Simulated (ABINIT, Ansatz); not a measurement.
# CsSnH3 (Pm-3m): zone-centre phonons, part 2 of 5

Which modes does CsSnH3 (Pm-3m) have at the zone centre?

ABINIT 10.8.3; DFT LDA, scalar-relativistic, plane waves, PseudoDojo stringent norm-conserving pseudopotentials.

So far. Step 3 (Ground state): The cell stands at -0.32 GPa: the relaxation ran with a smoothed and higher cutoff, and the difference is a stress of the finite basis. The relaxed cell has a = 4.348 Å (conventional setting).

The structure was built from a prototype and need not be the compound's stable phase.

## 4. Linear response at Γ

At q = 0 one unit cell holds all displacements. The response is solved for single atoms along the cell's directions, and symmetry skips those that follow from others. The crystal is treated as a metal, which screens a static field, so no field response is asked.

Input file dfpt_gamma.abi:

```

# common to the responses
getwfk_filepath "gso_WFK"
kptopt 2
nqpt 1
qpt 0.0 0.0 0.0
asr 0
chneut 0

# displacements
rfphon 1
rfatpol 1 5
rfdir 1 1 1
tolvrs 1.0d-10
prtwf 0

# basis, mesh and filling
ecut 45.0
ngkpt 6 6 6
nshiftk 1
shiftk 0.0 0.0 0.0
istwfk *1
occopt 6
tsmear 0.01
nband 25
nstep 100
diemac 1000000.0
prtebands 0
prtgsr 0
useylm 1

# cell and atoms
acell 8.216116485 8.216116485 8.216116485
rprim 
    1.0 0.0 0.0
    0.0 1.0 0.0
    0.0 0.0 1.0
ntypat 3
znucl 55 50 1
natom 5
typat 1 2 3 3 3
xred 
    0.0 0.0 0.0
    0.5 0.5 0.5
    0.5 0.5 0.0
    0.5 0.0 0.5
    0.0 0.5 0.5
pp_dirpath "./pseudo"
pseudos "Cs.upf, Sn.upf, H.upf"
```

Launch:

```bash
$ OMP_NUM_THREADS=1 mpirun -n 4 abinit dfpt_gamma.abi > dfpt_gamma.log
```

Numbers of over 12 decimals in the logs are rounded to 6 here.

dfpt_gamma.abo, the main output file:

```text
[banners, grids, parts of the stress and lines that vanish by symmetry left out]
- input  file    -> dfpt_gamma.abi
- output file    -> dfpt_gamma.abo
- root for input  files -> dfpt_gammai
- root for output files -> dfpt_gammao

 Symmetries : space group Pm -3 m (#221); Bravais cP (primitive cubic)
================================================================================
 Values of the parameters that define the memory need of the present run (RF).
     intxc =       0      iscf =       7    lmnmax =      32     lnmax =       8
     mgfft =      50  mpssoang =       4    mqgrid =    3001     natom =       5
  nloc_mem =       1    nspden =       1   nspinor =       1    nsppol =       1
      nsym =      48    n1xccc =    2501    ntypat =       3    occopt =       6
   xclevel =       1
-    mband =          25        mffmem =           1         mkmem =          28
-   mkqmem =          28        mk1mem =          28           mpw =        8045
      nfft =      125000          nkpt =         112
- my_mband =          25
================================================================================
================================================================================

--------------------------------------------------------------------------------
------------- Echo of variables that govern the present computation ------------
--------------------------------------------------------------------------------
-
- outvars: echo of selected default values
-   iomode0 =  0 , fftalg0 =312 , wfoptalg0 =  0
-
- outvars: echo of global parameters not present in the input file
-  max_nthreads =    1
-
 -outvars: echo values of preprocessed input variables
 [... echo left out ...]
================================================================================

 chkinp: Checking input parameters for consistency.

[...]
== DATASET  1 ==================================================================
-   mpi_nproc: 4, omp_nthreads: 1 (-1 if OMP is not activated)

--- !DatasetInfo
iteration_state: {dtset: 1, }
dimensions: {natom: 5, nkpt: 112, mband: 25, nsppol: 1, nspinor: 1, nspden: 1, mpw: 8045, }
cutoff_energies: {ecut:  45.0, pawecutdg:  -1.0, }
electrons: {nelect:   3.40000000E+01, charge:   0.00000000E+00, occopt:   6.00000000E+00, tsmear:   1.00000000E-02, }
meta: {optdriver: 1, rfphon: 1, }
...

 mkfilename: getwfk from: gso_WFK

 Real(R)+Recip(G) space primitive vectors, cartesian coordinates (Bohr,Bohr^-1):
 R(1)=  8.2161165  0.0000000  0.0000000  G(1)=  0.1217120  0.0000000  0.0000000
 R(2)=  0.0000000  8.2161165  0.0000000  G(2)=  0.0000000  0.1217120  0.0000000
 R(3)=  0.0000000  0.0000000  8.2161165  G(3)=  0.0000000  0.0000000  0.1217120
 Unit cell volume ucvol=  5.5462541E+02 bohr^3
 Angles (23,13,12)=  9.00000000E+01  9.00000000E+01  9.00000000E+01 degrees
 setup1 : take into account q-point for computing boxcut.

 getcut: wavevector=  0.0000  0.0000  0.0000  ngfft=  50  50  50
         ecut(hartree)=     45.000   => boxcut(ratio)=   2.01526

--- Pseudopotential description ------------------------------------------------
- pspini: atom type   1  psp file is ./pseudo/Cs.upf

- pspini: atom type   2  psp file is ./pseudo/Sn.upf

- pspini: atom type   3  psp file is ./pseudo/H.upf

   1.70887840E+03                                ecore*ucvol(ha*bohr**3)
--------------------------------------------------------------------------------

 ==>  initialize data related to q vector <==

 The list of irreducible perturbations for this q vector is:
    1)    idir= 1    ipert=   1
    2)    idir= 1    ipert=   2
    3)    idir= 1    ipert=   3
    4)    idir= 3    ipert=   3

[...]
The perturbation idir=   2  ipert=   1 is
 symmetric of a previously calculated perturbation.
 So, its SCF calculation is not needed.

 The perturbation idir=   3  ipert=   1 is
 symmetric of a previously calculated perturbation.
 So, its SCF calculation is not needed.

 The perturbation idir=   2  ipert=   2 is
 symmetric of a previously calculated perturbation.
 So, its SCF calculation is not needed.

 The perturbation idir=   3  ipert=   2 is
 symmetric of a previously calculated perturbation.
 So, its SCF calculation is not needed.

[...]
The perturbation idir=   2  ipert=   5 is
 symmetric of a previously calculated perturbation.
 So, its SCF calculation is not needed.

 The perturbation idir=   3  ipert=   5 is
 symmetric of a previously calculated perturbation.
 So, its SCF calculation is not needed.

--------------------------------------------------------------------------------
 Perturbation wavevector (in red.coord.)   0.000000  0.000000  0.000000
 Perturbation : displacement of atom   1   along direction   1
 Found     8 symmetries that leave the perturbation invariant.

[...]
dfpt_looppert : total number of electrons, from k and k+q
  fully or partially occupied states are    3.400000E+01 and    3.400000E+01.
 Initialisation of the first-order wave-functions :
  ireadwf=   0

--- !BeginCycle
iteration_state: {dtset: 1, }
solver: {iscf: 7, nstep: 100, nline: 4, wfoptalg: 0, }
tolerances: {tolvrs: 1.00E-10, }
...

     iter   2DEtotal(Ha)        deltaE(Ha) residm    vres2
-ETOT  1   1.510153     -6.494E+02 1.672E+00 3.576E+02
 ETOT  2   1.204095     -3.061E-01 6.352E-01 1.680E+01
 ETOT  3   1.194985     -9.110E-03 1.342E-01 2.776E+00
 ETOT  4   1.194446     -5.388E-04 7.131E-02 2.340E-02
 ETOT  5   1.194432     -1.362E-05 6.178E-02 1.700E-03
[...]
At SCF step   11       vres2   =  1.07E-12 < tolvrs=  1.00E-10 =>converged.
[...]
Mean square residual over all n,k,spin=   23.936E-06; max=  20.945E-03

 Thirteen components of 2nd-order total energy (hartree) are
 1,2,3: 0th-order hamiltonian combined with 1st-order wavefunctions
     kin0=   4.34395146E+02 eigvalue=   3.11656148E+01  local=  -3.14387953E+02
 4,5,6: 1st-order hamiltonian combined with 1st and 0th-order wfs
 loc psp =  -5.13828654E+02  Hartree=   1.83728799E+02     xc=  -4.86791993E+01
 note that "loc psp" includes a xc core correction that could be resolved
 7,8,9: eventually, occupation + non-local contributions
    edocc=   7.60130600E+01     enl0=   2.87487520E+02   enl1=  -7.85617323E+02
 1-9 gives the relaxation energy (to be shifted if some occ is /=2.0)
   erelax=  -6.49722989E+02
 10,11,12 Non-relaxation  contributions : frozen-wavefunctions and Ewald
 fr.local=   1.37567119E+02 fr.nonlo=   3.94727726E+02  Ewald=   1.14710861E+02
 13,14 Frozen wf xc core corrections (1) and (2)
 frxc 1  =  -7.81074857E+01  frxc 2 =   8.20192002E+01
 Resulting in :
 2DEtotal=    0.1194431904E+01 Ha. Also 2DEtotal=    0.325021478716E+02 eV
    (2DErelax=   -6.4972298867E+02 Ha. 2DEnonrelax=    6.5091742057E+02 Ha)
    (  non-var. 2DEtotal :    1.1944320261E+00 Ha)

[...]
Perturbation wavevector (in red.coord.)   0.000000  0.000000  0.000000
 Perturbation : displacement of atom   2   along direction   1
 Found     8 symmetries that leave the perturbation invariant.

[...]
dfpt_looppert : total number of electrons, from k and k+q
  fully or partially occupied states are    3.400000E+01 and    3.400000E+01.
 Initialisation of the first-order wave-functions :
  ireadwf=   0

--- !BeginCycle
iteration_state: {dtset: 1, }
solver: {iscf: 7, nstep: 100, nline: 4, wfoptalg: 0, }
tolerances: {tolvrs: 1.00E-10, }
...

     iter   2DEtotal(Ha)        deltaE(Ha) residm    vres2
-ETOT  1   6.946273     -2.699E+04 2.412E+01 9.089E+02
[...]
At SCF step   11       vres2   =  1.26E-11 < tolvrs=  1.00E-10 =>converged.
[...]
Mean square residual over all n,k,spin=   83.042E-06; max=  75.518E-03

 Thirteen components of 2nd-order total energy (hartree) are
 1,2,3: 0th-order hamiltonian combined with 1st-order wavefunctions
     kin0=   3.12054530E+04 eigvalue=   3.23399706E+03  local=  -1.91849867E+04
 4,5,6: 1st-order hamiltonian combined with 1st and 0th-order wfs
 loc psp =  -2.98341932E+04  Hartree=   8.87644253E+03     xc=  -1.09414213E+03
 note that "loc psp" includes a xc core correction that could be resolved
 7,8,9: eventually, occupation + non-local contributions
    edocc=   1.55462872E+02     enl0=   3.80928893E+03   enl1=  -2.41688380E+04
 1-9 gives the relaxation energy (to be shifted if some occ is /=2.0)
   erelax=  -2.70015156E+04
 10,11,12 Non-relaxation  contributions : frozen-wavefunctions and Ewald
 fr.local=   1.48026737E+04 fr.nonlo=   1.20576045E+04  Ewald=   1.34594077E+02
 13,14 Frozen wf xc core corrections (1) and (2)
 frxc 1  =  -8.03940398E+02  frxc 2 =   8.09891203E+02
 Resulting in :
 2DEtotal=   -0.6924621233E+00 Ha. Also 2DEtotal=   -0.188428542972E+02 eV
    (2DErelax=   -2.7001515609E+04 Ha. 2DEnonrelax=    2.7000823147E+04 Ha)
    (  non-var. 2DEtotal :   -6.9245949960E-01 Ha)

[...]
Perturbation wavevector (in red.coord.)   0.000000  0.000000  0.000000
 Perturbation : displacement of atom   3   along direction   1
 Found     4 symmetries that leave the perturbation invariant.

[...]
dfpt_looppert : total number of electrons, from k and k+q
  fully or partially occupied states are    3.400000E+01 and    3.400000E+01.
 Initialisation of the first-order wave-functions :
  ireadwf=   0

--- !BeginCycle
iteration_state: {dtset: 1, }
solver: {iscf: 7, nstep: 100, nline: 4, wfoptalg: 0, }
tolerances: {tolvrs: 1.00E-10, }
...

     iter   2DEtotal(Ha)        deltaE(Ha) residm    vres2
-ETOT  1   1.199033     -6.203E+01 3.170E-01 1.338E+03
[...]
At SCF step   10       vres2   =  1.14E-11 < tolvrs=  1.00E-10 =>converged.
[...]
Mean square residual over all n,k,spin=   48.839E-07; max=  71.573E-04

 Thirteen components of 2nd-order total energy (hartree) are
 1,2,3: 0th-order hamiltonian combined with 1st-order wavefunctions
     kin0=   6.68753280E+01 eigvalue=  -1.90486848E+00  local=  -1.25745122E+01
 4,5,6: 1st-order hamiltonian combined with 1st and 0th-order wfs
 loc psp =  -9.01329353E+01  Hartree=   1.41128879E+01     xc=  -8.44265701E+00
 note that "loc psp" includes a xc core correction that could be resolved
 7,8,9: eventually, occupation + non-local contributions
    edocc=   4.64889793E+00     enl0=  -4.73927734E-01   enl1=  -3.43493620E+01
 1-9 gives the relaxation energy (to be shifted if some occ is /=2.0)
   erelax=  -6.22411489E+01
 10,11,12 Non-relaxation  contributions : frozen-wavefunctions and Ewald
 fr.local=   6.50940032E+01 fr.nonlo=   1.73666836E+01  Ewald=  -1.92306727E+01
 13,14 Frozen wf xc core corrections (1) and (2)
 frxc 1  =   0.00000000E+00  frxc 2 =   0.00000000E+00
 Resulting in :
 2DEtotal=    0.9888653150E+00 Ha. Also 2DEtotal=    0.269083960308E+02 eV
    (2DErelax=   -6.2241148878E+01 Ha. 2DEnonrelax=    6.3230014193E+01 Ha)
    (  non-var. 2DEtotal :    9.8886555485E-01 Ha)

[...]
Perturbation wavevector (in red.coord.)   0.000000  0.000000  0.000000
 Perturbation : displacement of atom   3   along direction   3
 Found     8 symmetries that leave the perturbation invariant.

--------------------------------------------------------------------------------

--------------------------------------------------------------------------------

 dfpt_looppert : total number of electrons, from k and k+q
  fully or partially occupied states are    3.400000E+01 and    3.400000E+01.
 Initialisation of the first-order wave-functions :
  ireadwf=   0

--- !BeginCycle
iteration_state: {dtset: 1, }
solver: {iscf: 7, nstep: 100, nline: 4, wfoptalg: 0, }
tolerances: {tolvrs: 1.00E-10, }
...

     iter   2DEtotal(Ha)        deltaE(Ha) residm    vres2
-ETOT  1  -5.425900     -7.028E+01 5.710E-01 8.594E+02
[...]
ETOT  9  -5.719791     -6.010E-11 8.394E-04 8.253E-10
 ETOT 10  -5.719791     -4.434E-12 6.714E-04 1.455E-11

 At SCF step   10       vres2   =  1.45E-11 < tolvrs=  1.00E-10 =>converged.
[...]
Mean square residual over all n,k,spin=   74.912E-08; max=  67.139E-05

 Thirteen components of 2nd-order total energy (hartree) are
 1,2,3: 0th-order hamiltonian combined with 1st-order wavefunctions
     kin0=   6.80182083E+01 eigvalue=  -1.63736315E+00  local=  -1.45950983E+01
 4,5,6: 1st-order hamiltonian combined with 1st and 0th-order wfs
 loc psp =  -1.04075927E+02  Hartree=   1.95443185E+01     xc=  -1.18986333E+01
 note that "loc psp" includes a xc core correction that could be resolved
 7,8,9: eventually, occupation + non-local contributions
    edocc=   1.19289186E+01     enl0=  -7.84675146E-01   enl1=  -3.70754243E+01
 1-9 gives the relaxation energy (to be shifted if some occ is /=2.0)
   erelax=  -7.05756755E+01
 10,11,12 Non-relaxation  contributions : frozen-wavefunctions and Ewald
 fr.local=  -4.03088207E+01 fr.nonlo=   1.62305813E+01  Ewald=   8.89341242E+01
 13,14 Frozen wf xc core corrections (1) and (2)
 frxc 1  =   0.00000000E+00  frxc 2 =   0.00000000E+00
 Resulting in :
 2DEtotal=   -0.5719790708E+01 Ha. Also 2DEtotal=   -0.155643434195E+03 eV
    (2DErelax=   -7.0575675497E+01 Ha. 2DEnonrelax=    6.4855884789E+01 Ha)
    (  non-var. 2DEtotal :   -5.7197906572E+00 Ha)

[...]
---- first-order wavefunction calculations are completed ----

 ==> Compute Derivative Database <==

 [... matrices left out ...]
  Phonon wavevector (reduced coordinates) :  0.00000  0.00000  0.00000
 Phonon energies in Hartree :
  -6.813061E-03 -6.813061E-03 -6.813061E-03  1.156267E-05  1.156267E-05
   1.156267E-05  4.087307E-04  4.087307E-04  4.087307E-04  2.818989E-03
   2.818989E-03  2.818989E-03  2.856399E-03  2.856399E-03  2.856399E-03
 Phonon frequencies in cm-1    :
- -1.495294E+03 -1.495294E+03 -1.495294E+03  2.537712E+00  2.537713E+00
-  2.537713E+00  8.970602E+01  8.970602E+01  8.970602E+01  6.186965E+02
-  6.186965E+02  6.186965E+02  6.269072E+02  6.269072E+02  6.269072E+02

== END DATASET(S) ==============================================================
================================================================================

 -outvars: echo values of variables after computation
            acell      8.2161164850E+00  8.2161164850E+00  8.2161164850E+00 Bohr
           etotal     -5.7197907078E+00
            fcart      0.0000000000E+00  0.0000000000E+00  0.0000000000E+00
           strten      0.0000000000E+00  0.0000000000E+00  0.0000000000E+00
================================================================================
```

The job ended after 5.5 min (4 MPI ranks of Arm Neoverse V1, shared host).

Numbers from this step:

| Quantity | Value |
| --- | --- |
| largest acoustic frequency at the zone centre before the sum rule | 2.54 cm⁻¹ |
| highest optical zone-centre mode (no LO-TO term) | 626.9 cm⁻¹ |
| lowest optical zone-centre mode | -1495 cm⁻¹ |

The acoustic modes at Γ come out as far as 2.5 cm⁻¹ from zero, where they should vanish, a small numerical error. The lowest optical mode is imaginary, 1495i cm⁻¹, an instability at this level and on this k mesh.

(Part 2 of 5 ends here.)

[Host names and launcher messages were left out of these logs when they were recorded.]

[Logs are printed without paths, hosts, clocks, repeated set-up lines and the standing remarks that a program may print on its own settings, such as how far it seeks lower states.]

[Hosts, paths, dates, database ids (printed as entryN), source tags and the programs' standing remarks are cut or masked in the printed files.]
